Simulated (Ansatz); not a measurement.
# Ta2O5 (P2/m): band gap by G0W0 on HSE06

How far does one-shot GW move the HSE06 gap of Ta2O5 (P2/m)?

Calculated with Ansatz 0.2.0; HSE06, then G0W0 on it, plane waves, PAW.

## (1) The starting structure

The structure is monoclinic, space group P2/m (No. 10). The conventional cell has a = 3.841 Å, b = 3.863 Å, c = 6.778 Å, α = 90.00°, β = 105.57°, γ = 90.00°. Nearest to Ta lie 6 O at 1.90 to 2.21 Å. Nearest to O lie 2 Ta at 1.93 Å. Nearest to O lie 3 Ta at 1.98 to 2.21 Å. Nearest to O lie 2 Ta at 1.90 Å. Farther neighbours and most contacts between anions are not listed.

The cell and positions are those that the Materials Project relaxed with its own functionals (PBE, PBE+U or r2SCAN), kept fixed. Spin-orbit coupling is left out unless a step names it.

The logs state that the PAW files were generated under PBE.

## (2) HSE06 levels on the mesh and at listed points

HSE06 mixes in a quarter of exact exchange at short range.

This step: DFT, HSE06, plane waves, PAW; PAW set soft_1.

input.yaml

```yaml
crystal:
  lattice:
    - [3.8414080139, 0.0, 0.0]
    - [0.0, 3.86271575, 0.0]
    - [-1.8189421445, 0.0, 6.5289594201]
  atoms:
    - { symbol: Ta, position: [0.64953073, 0.0, 0.79131453] }
    - { symbol: Ta, position: [0.35046927, 0.0, 0.20868547] }
    - { symbol: O, position: [0.6621243, 0.5, 0.79832929] }
    - { symbol: O, position: [0.3378757, 0.5, 0.20167071] }
    - { symbol: O, position: [0.18976057, 0.0, 0.87062125] }
    - { symbol: O, position: [0.81023943, 0.0, 0.12937875] }
    - { symbol: O, position: [0.5, 0.0, 0.5] }
kpoints:
  mp_grid: { grid: [4, 4, 2] }
  band_path:
    path:
      - [0.0, 0.0, 0.0]
      - [0.0, 0.5, 0.0]
      - [0.0, 0.5, 0.5]
      - [0.0, 0.0, 0.5]
      - [-0.5, 0.0, 0.5]
      - [-0.5, 0.5, 0.5]
      - [-0.5, 0.5, 0.0]
      - [-0.5, 0.0, 0.0]
    npoints: 1
hamiltonian:
  xc: hse06
  pseudopotentials: { kind: paw, azcp: { folder: soft_1 } }
scf:
  occupations: { method: fixed }
  n_extra_bands: 6
output:
  eigenvalues: true
  write_density: true
  write_potential: true
  elf: true
  volumetric_format: npy
```

On the command line:

```
$ ansatz run input.yaml --threads 3 --pin off --max-ram 92160MiB --backend cuda --events-out ev --progress --plain --runs-dir out --devices 1 --max-vram 13GiB
```

Numbers of over 12 decimals in the logs are rounded to 6 here.

Log:

```text
scf.n_extra_bands = 6 over 28 filled bands (N_el = 56.0): the run solves 34 bands
GPUs: using 1 of 1 available (devices: 1).
Engine: ansatz 0.2.0, x86_64-unknown-linux-gnu
Pseudopotentials: kind: paw
Pseudopotential: Ta, paw, valence charge 13, recommended cutoff 420 eV (normal), soft_1/Ta.paw.azcp
Pseudopotential: O, paw, valence charge 6, recommended cutoff 420 eV (normal), soft_1/O.paw.azcp
Functional definition: HSE06
  parameter a = 0.25
  parameter omega = 0.11/bohr
  exchange = pbe_x - a*pbe_x_sr(omega) + a*exact_x_sr(omega)
  correlation = pbe_c
davidson cushion auto → on  (no smearing: the cushion is to keep the highest requested band from converging to the state above it; pin scf.eigensolver.cushion to override)
device memory: the entry about to start is reckoned to put 1.3 GiB on a device that reports 52.9 GiB free (of which the cap on the GPU budget leaves the run 13.0 GiB)
GPU FFT provider: cuFFT
GPU libraries: cuBLAS 13.8.2, cuFFT 12.4.0, cuSOLVER 12.3.4
Crystal: 7 atoms, lattice volume = 96.878 Å³
Basis set: ecut = 420 eV, 1913 PW (Γ)
Bands: 34, of which v1, the nominal top of the filled ones, is band 28 counted from 1 (27 counted from 0)
Symmetry: 4 space group operations
Space group: P2/m (ITA 10), of the structure as read, at distance tolerance 4.6e-5 Å
k-points: 18 of 32
Non-local potential: Ta, projectors of the file, l = 0: 3, l = 1: 2, l = 2: 2, l = 3: 1
Non-local potential: O, projectors of the file, l = 0: 2, l = 1: 2, l = 2: 1
PAW form: soft (Blöchl's): semilocal exchange-correlation on the pseudo side does not see the compensation charge
PAW frozen core: Ta, regenerated for the run's functional, and the local potential with it (the file was generated under x = pbe(κ = 0.804, μ = 0.219515), c = pbe(β = 0.066725))
PAW frozen core: O, regenerated for the run's functional, and the local potential with it (the file was generated under x = pbe(κ = 0.804, μ = 0.219515), c = pbe(β = 0.066725))
PAW one-centre angular grid: Ta, 590 points (default); XC on 64 Gauss nodes
PAW one-centre angular grid: O, 110 points (default); XC on 96 Gauss nodes
Initial density: superposition of atomic densities (chi_scale 0.1, normalization cell, long waves kept (reshape's long-wave potential 0.02 eV rms))
Initial wavefunctions: pseudopotential atomic-orbital guess
GPU buffer pool allocated for 34992 grid points (all kernels)
GPU transforms: local potential and band sums: pruned to the plane-wave sphere, on 25×25×45
Functional: x = pbe(κ = 0.804, μ = 0.219515), c = pbe(β = 0.066725), warm-up for x = pbe(κ = 0.804, μ = 0.219515) + 0.25 (exact − pbe) at short range (hse, ω = 0.207870 Å⁻¹), c = pbe(β = 0.066725); HSE06 as pw.x's `hse` composes it (authors' and Libxc's form: `xc: wpbeh`)
SCF iter   1: F=—  HF=-22712.130926 eV  |F-HF|=—  |Δ(HF+E_count)|=         —  Δρ=7.64e-2  dr2=5.38e0  ethr=1.00e-1  ⟨swp⟩=3.8  Hψ=1923  notcnv=0
preconditioner: auto → none  [insulator: Δε(μ)=3.075 eV  Ē_g=11.708 eV  n_scr=26 (ndim 8)  ℏωp=23.9 eV  f_vac=0.085]
SCF iter   2: F=—  HF=-22711.704636 eV  |F-HF|=—  |Δ(HF+E_count)|=   4.26e-1  Δρ=6.41e-2  dr2=2.67e0  ethr=9.61e-3  ⟨swp⟩=3.8  Hψ=1773  notcnv=0
SCF iter   3: F=—  HF=-22711.175635 eV  |F-HF|=—  |Δ(HF+E_count)|=   5.29e-1  Δρ=2.02e-2  dr2=2.94e-1  ethr=4.76e-3  ⟨swp⟩=3.2  Hψ=1519  notcnv=0
SCF iter   4: F=—  HF=-22711.200598 eV  |F-HF|=—  |Δ(HF+E_count)|=   2.50e-2  Δρ=1.01e-2  dr2=8.08e-2  ethr=5.25e-4  ⟨swp⟩=3.0  Hψ=1505  notcnv=0
iter 5 solved again at ethr=5.50e-6 eV; its pass at ethr=1.44e-4 eV (dr2=3.08e-3 eV) is discarded
SCF iter   5: F=—  HF=-22711.191515 eV  |F-HF|=—  |Δ(HF+E_count)|=   9.08e-3  Δρ=2.60e-3  dr2=3.29e-3  ethr=5.50e-6  ⟨swp⟩=3.3  Hψ=2966  notcnv=0
SCF iter   6: F=-22711.192436 eV  HF=-22711.192404 eV  |F-HF|=3.26e-5  |Δ(HF+E_count)|=   8.89e-4  Δρ=6.70e-4  dr2=1.80e-4  ethr=5.50e-6  ⟨swp⟩=3.0  Hψ=1480  notcnv=0
SCF 1 stopped early in 6 iterations: F = -22711.192436 eV  dr2 = 1.80e-4
  greatest PAW one-centre occupation: 0.999 electrons in one spin orbital (limit 2), on the Ta atom at site 1 (counted from 0), in its partial waves of l = 0
device memory: the entry about to start is reckoned to put 1.7 GiB on a device that reports 52.9 GiB free (of which the cap on the GPU budget leaves the run 13.0 GiB)
GPU FFT provider: cuFFT
GPU libraries: cuBLAS 13.8.2, cuFFT 12.4.0, cuSOLVER 12.3.4
Initial density: handed on by an earlier stage of this run
Initial wavefunctions: those handed on with the density
GPU buffer pool allocated for 34992 grid points (all kernels)
GPU transforms: local potential and band sums: pruned to the plane-wave sphere, on 25×25×45
Functional: x = pbe(κ = 0.804, μ = 0.219515) + 0.25 (exact − pbe) at short range (hse, ω = 0.207870 Å⁻¹), c = pbe(β = 0.066725); HSE06 as pw.x's `hse` composes it (authors' and Libxc's form: `xc: wpbeh`)
Exchange kernel: α = 0.2500, screened, ω = 0.2079 Å⁻¹, Wigner–Seitz truncation, v(0) = 1023.6306 eV·Å³, q-mesh 4×4×2, nearest image of the exchange supercell L = 13.56 Å, pair-density grid 20×20×32, without the augmentation charges, whose exchange is taken in its separable form by FFT convolution over the k-point mesh (sized by the pseudopotential files, 25×25×45 at the most), smooth part of the exact exchange by density-matrix convolution in up to 1.92 GiB of GPU memory as planned if the GPU has room (build and FFT work areas not counted)
Frozen-core exchange: fock
SCF iter   1: F=—  HF=-22711.358654 eV  |F-HF|=—  |Δ(HF+E_count)|=         —  Δρ=1.36e-2  dr2=2.77e-1  ethr=3.21e-6  ⟨swp⟩=6.6  Hψ=3040  notcnv=0
preconditioner: auto → none  [insulator: Δε(μ)=3.999 eV  Ē_g=13.529 eV  n_scr=26 (ndim 8)  ℏωp=23.9 eV  f_vac=0.156]
SCF iter   2: F=—  HF=-22711.279453 eV  |F-HF|=—  |Δ(HF+E_count)|=   7.92e-2  Δρ=6.96e-3  dr2=4.47e-2  ethr=3.21e-6  ⟨swp⟩=5.0  Hψ=2624  notcnv=0
SCF iter   3: F=—  HF=-22711.296723 eV  |F-HF|=—  |Δ(HF+E_count)|=   1.73e-2  Δρ=3.22e-3  dr2=1.16e-2  ethr=3.21e-6  ⟨swp⟩=4.1  Hψ=2127  notcnv=0
SCF iter   4: F=—  HF=-22711.293750 eV  |F-HF|=—  |Δ(HF+E_count)|=   2.97e-3  Δρ=8.96e-4  dr2=6.43e-4  ethr=3.21e-6  ⟨swp⟩=4.0  Hψ=1822  notcnv=0
SCF iter   5: F=—  HF=-22711.296463 eV  |F-HF|=—  |Δ(HF+E_count)|=   2.71e-3  Δρ=1.49e-3  dr2=1.96e-3  ethr=6.33e-7  ⟨swp⟩=4.2  Hψ=2074  notcnv=0
SCF iter   6: F=—  HF=-22711.296074 eV  |F-HF|=—  |Δ(HF+E_count)|=   3.89e-4  Δρ=5.79e-4  dr2=4.29e-4  ethr=6.33e-7  ⟨swp⟩=4.0  Hψ=1943  notcnv=0
SCF iter   7: F=-22711.295959 eV  HF=-22711.295967 eV  |F-HF|=8.57e-6  |Δ(HF+E_count)|=   1.07e-4  Δρ=9.15e-5  dr2=1.96e-5  ethr=6.33e-7  ⟨swp⟩=3.0  Hψ=1528  notcnv=0
SCF 2 stopped early in 7 iterations: F = -22711.295959 eV  dr2 = 1.96e-5
  greatest PAW one-centre occupation: 1.001 electrons in one spin orbital (limit 2), on the Ta atom at site 1 (counted from 0), in its partial waves of l = 0
hybrid outer 1: dexx = +3.140e-2 eV, tail = 9.43e-5 eV
GPU FFT provider: cuFFT
GPU libraries: cuBLAS 13.8.2, cuFFT 12.4.0, cuSOLVER 12.3.4
GPU buffer pool allocated for 34992 grid points (all kernels)
GPU transforms: local potential and band sums: pruned to the plane-wave sphere, on 25×25×45
Exchange kernel: α = 0.2500, screened, ω = 0.2079 Å⁻¹, Wigner–Seitz truncation, v(0) = 1023.6306 eV·Å³, q-mesh 4×4×2, nearest image of the exchange supercell L = 13.56 Å, pair-density grid 20×20×32, without the augmentation charges, whose exchange is taken in its separable form by FFT convolution over the k-point mesh (sized by the pseudopotential files, 25×25×45 at the most), smooth part of the exact exchange by density-matrix convolution in up to 1.92 GiB of GPU memory as planned if the GPU has room (build and FFT work areas not counted)
Frozen-core exchange: fock
SCF iter   1: F=—  HF=-22711.295810 eV  |F-HF|=—  |Δ(HF+E_count)|=         —  Δρ=2.04e-4  dr2=3.63e-5  ethr=8.42e-7  ⟨swp⟩=3.0  Hψ=1406  notcnv=0
preconditioner: auto → none  [insulator: Δε(μ)=3.661 eV  Ē_g=13.270 eV  n_scr=26 (ndim 8)  ℏωp=23.9 eV  f_vac=0.161]
iter 2 solved again at ethr=1.61e-9 eV; its pass at ethr=6.19e-8 eV (dr2=9.01e-7 eV) is discarded
SCF iter   2: F=—  HF=-22711.295801 eV  |F-HF|=—  |Δ(HF+E_count)|=   9.07e-6  Δρ=4.03e-5  dr2=1.11e-6  ethr=1.61e-9  ⟨swp⟩=3.3  Hψ=3021  notcnv=0
SCF iter   3: F=—  HF=-22711.295803 eV  |F-HF|=—  |Δ(HF+E_count)|=   1.14e-6  Δρ=1.13e-5  dr2=1.58e-7  ethr=1.54e-9  ⟨swp⟩=4.3  Hψ=1803  notcnv=0
SCF iter   4: F=-22711.295803 eV  HF=-22711.295803 eV  |F-HF|=5.03e-9  |Δ(HF+E_count)|=   3.61e-8  Δρ=2.81e-6  dr2=1.24e-8  ethr=2.13e-10  ⟨swp⟩=3.0  Hψ=1567  notcnv=0
SCF 3 converged in 4 iterations: F = -22711.295803 eV  dr2 = 1.24e-8
hybrid outer 2: dexx = +1.631e-6 eV, tail = 4.62e-8 eV, Δε = 5.37e-3 eV (about 1.48e-4 eV left of the loop's levels)
the search or the solves at the SCF's close seem to have found levels that the self-consistency loop had missed (the run counts 3). By its estimate they hold under 1e-12 electrons; where the run keeps them, the occupations were computed again with them
device memory: the entry about to start is reckoned to put 0.5 GiB on a device that reports 54.4 GiB free (of which the cap on the GPU budget leaves the run 13.0 GiB)
NSCF: frozen V_eff on 8 k-points
hybrid SCF converged: 2 outer / 11 inner (+6 warm-up), last move |dexx| = 1.63e-6 eV, tail = 4.62e-8 eV
Stability not checked: this state was not tested for a lower state beside it, because the functional holds exact exchange (a hybrid, or Hartree-Fock), whose exchange loop this test does not read (fock_operator; see scf.lower_state_search)
Free energy (F): -22711.295803 eV
Frozen-core exchange: fock
Harris-Foulkes:  -22711.295803 eV  (|F-HF|=5.03e-9)
Internal energy: -22711.295803 eV  (E = F + TS)
E sigma→0 (E₀):  -22711.295803 eV
Fermi energy:    5.952856 eV
--- Per-component energies (eV) ---
  E_band       = -666.274198
  E_kinetic    = 1615.676038
  E_local      = -4394.210427  (includes V_loc(G=0)·N_el)
  E_nonlocal   = 242.873536
  E_hartree    = 1662.464335
  E_xc         = -791.121533
  E_vxc        = -727.332837  (∫ρ·V_xc dr)
  E_exx        = -169.175010  (= α·E_x^exact, valence–valence)
  E_paw        = -17458.934890  (= ΣΔE_a)
  E_vpaw       = -389.863686  (= ΣTr[D̂ρ^β])
  E_aug_tail   = 0.004070  (compensation charges beyond the density's cutoff)
  E_ewald      = -3412.031471
  E_core_change = -6.840451  (= ΣΔE_core)
  E_smearing   = -0.000000  (= −TS)
  E_closure    = 0.000000  (closes the sum)
  Σ components = -22711.295803   (vs F -22711.295803, Δ=0.00e0)
--- Band table (eV; the first three rows and the last of 18) ---
  k-point 0: bands = [... 24 lower, 4.9005, 5.1350, 5.2391, 5.3743, 9.6576, 10.0831, 10.2426, 11.8729, ... 2 higher]
  k-point 1: bands = [... 24 lower, 4.9123, 5.0732, 5.0806, 5.1864, 9.6147, 10.1317, 10.1501, 11.7539, ... 2 higher]
  k-point 2: bands = [... 24 lower, 3.9406, 4.4485, 4.5037, 5.2736, 11.3443, 11.7693, 11.8477, 11.9935, ... 2 higher]
  k-point 17: bands = [... 24 lower, 3.8649, 5.2232, 5.8195, 5.9529, 10.6847, 12.6945, 13.2229, 13.9174, ... 2 higher]
```

Elapsed: 21 s, on 1 × NVIDIA H100 80GB HBM3 (shared by 6 runs) with 3 threads of AMD EPYC 7R13 (Zen 3), shared host; peak memory 1.2 GiB; 25 s of CPU time.

The column dr2 measures how far the density is from self-consistency, as an energy; F and HF (Harris–Foulkes) agree once it is small.

This step gave:

```yaml
gap: 3.662 eV
valence_top_at: E
conduction_bottom_at: B
least_direct_gap: 4.283 eV
exact_exchange_fraction: 0.25
```

Over mesh and listed points the gap is 3.662 eV, from k = (-0.500, 0.500, 0.500) to k = (0.000, 0.000, 0.500). The least direct gap found is 4.283 eV, at k = Γ.

ELF in the ac plane at fractional y = 0.000, with atoms of Ta and O within 0.2 Å of it. It is the smooth field of the valence electrons, not physical close to the nuclei.

Ten even steps from '_' (0.01) to '@' (0.81), each cell a mean:
```
==##@@@@@@%%==....::::::....
##@@%%%%@@@@++..::++++==..::
@@@@++==%%@@==--##@@@@%%----
@@@@****@@##--##%%++##%%++==
@@@@@@@@@@==++@@==..==@@++--
%%@@@@%%++::##@@++==%%@@--::
++####++::..**@@%%%%@@**....
::--::..__..::++++++--..____
________..--====++==--::____
______::++%%@@@@@@@@%%++::__
____..++%%@@@@##%%@@@@##::__
____--##@@@@**--##@@@@**::__
____==##@@@@##**@@@@%%++..__
____--##@@@@@@@@@@%%**::____
____..--++******++==::______
..____..--====--::____..::::
--....++%%%%%%##--__..==**++
**::++@@##++##@@++::++%%@@@@
##--##%%--..++@@====%%@@@@@@
##--##%%====%%##--%%@@####@@
##--**@@@@@@%%--++@@##==**@@
**..--**##**--::**@@%%**%%@@
--....::::..__::**@@@@@@@@##
..::++****==::..--##%%%%**--
```
Columns run along a (3.8 Å), rows up along c (6.8 Å). Atoms in or near the plane, at fractional coordinates: Ta at (0.65, 0.79), Ta at (0.35, 0.21), O at (0.19, 0.87), O at (0.81, 0.13), O at (0.50, 0.50).

Valence density in the ac plane at fractional y = 0.000, with atoms of Ta and O within 0.2 Å of it. It is the smooth field of the valence electrons, not physical close to the nuclei.

Ten even steps from '_' (0.0 e/Å³) to '@' (8.0 e/Å³), each cell a mean:
```
____..::::..________________
__::++**==..______......____
..==%%@@++..__..::====::..__
::++%%##--....--++++++==....
..--==--......==++==++==..__
__....______::++++++++--..__
____________..--====--..____
______________..::....______
______________......________
____________..::::..________
__________..==##++::________
__________--##@@##::________
________..--####==..________
__________::----::__________
__________......____________
__________......____________
______..::==--::____________
____..--++++++--..__________
..__::++++==++==..__..::::..
....::++++++++::....==****--
..__..--++==--....::**@@%%==
______..::..______::++##++::
__________________..::--::__
____________________....____
```
Columns run along a (3.8 Å), rows up along c (6.8 Å). Atoms in or near the plane, at fractional coordinates: Ta at (0.65, 0.79), Ta at (0.35, 0.21), O at (0.19, 0.87), O at (0.81, 0.13), O at (0.50, 0.50).

[end of part 1 of 2]

[Paths, hosts, dates, memory and timing lines, banners, echoed tables and standing remarks are left out of the program output.]

[Logs are printed without paths, hosts, clocks, repeated set-up lines and the standing remarks that a program may print on its own settings, such as how far it seeks lower states.]

[Runs of the session that timed out or met a known fault of the program may be left out.]

[Cells called generated may have been cut or substituted from an entry of the Crystallography Open Database or the Materials Project.]

[Hosts, paths, dates, database ids (printed as entryN), source tags and the programs' standing remarks are cut or masked in the printed files.]

[Where an RPA ε∞ is given, it is that of the G0W0 mesh and is not shown converged in it. Names of k-points follow the symmetry that the program found, which can be lower than the space group named. Band edges on a path are those of the sampled points; other points can move an edge, and change direct to indirect where valleys lie close.]

[Hybrid gaps are those of their k-mesh and are not shown converged in it.]
